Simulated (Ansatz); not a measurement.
Computed results, one entry a study.

```
! title: Bi2S2O (P4/nmm): band gap by G0W0 on HSE06
! method: G0W0 on HSE06, plane waves, PAW (and 1 further level or step)
! program: Ansatz 0.2.0
! settings of one run: cutoff 420 eV, 4×4×2 k-mesh, default PAW, empty bands 1009, screening cutoff 160 eV, screening contour deformation, QP bands (v3, c3)
! cost: 2 runs, 3.9 min in all on 1 × NVIDIA H100 80GB HBM3 (shared by 6 runs) with 3 threads of AMD EPYC 7R13 (Zen 3), shared host (the runs of this entry)
! notes: In doubt: masses and optical values from hybrid runs of this build are listed as unsure (in some of the runs), which bears on the screening that GW takes from such a start. The cell and positions are those that the Materials Project relaxed with its own functionals (PBE, PBE+U or r2SCAN), kept fixed. Limits: no spin-orbit coupling. Two runs of this series at another level, not shown as steps, test spin-orbit coupling. r2SCAN+SOC against r2SCAN: 0.635 − 1.191 = −0.556 eV. Mesh, set of files and cutoff are the same, but the valence top lies at another k point, so this need not be the shift of one pair of states. [rest of the remark cut]
! HSE06 gap over mesh and listed points: 1.387 eV, direct, at k = (0.000, 0.500, 0.000)
! G0W0@HSE06 gap over 7 of 12 irreducible mesh points: 1.462 eV, direct, at k = (0.000, -0.500, 0.000)
! GW settings: 4×4×2 mesh, 1009 empty bands, screening to 160 eV
! known limits: finite bands, screening cutoff and k mesh; no spin-orbit coupling in G0W0
CELL_PARAMETERS angstrom
3.95410 0.00000 0.00000
0.00000 3.95410 0.00000
0.00000 0.00000 14.05058
ATOMIC_POSITIONS crystal
Bi 0.00000 0.50000 0.86650
Bi 0.50000 0.00000 0.13350
Bi 0.50000 0.00000 0.58909
Bi 0.00000 0.50000 0.41091
S 0.50000 0.00000 0.89431
S 0.00000 0.50000 0.10569
S 0.00000 0.50000 0.68749
S 0.50000 0.00000 0.31251
O 0.00000 0.00000 0.50000
O 0.50000 0.50000 0.50000
```

[Paths, hosts, dates, memory and timing lines, banners, echoed tables and standing remarks are left out of the program output.]

[Logs are printed without paths, hosts, clocks, repeated set-up lines and the standing remarks that a program may print on its own settings, such as how far it seeks lower states.]

[Runs of the session that timed out or met a known fault of the program may be left out.]

[Cells called generated may have been cut or substituted from an entry of the Crystallography Open Database or the Materials Project.]

[Hosts, paths, dates, database ids (printed as entryN), source tags and the programs' standing remarks are cut or masked in the printed files.]
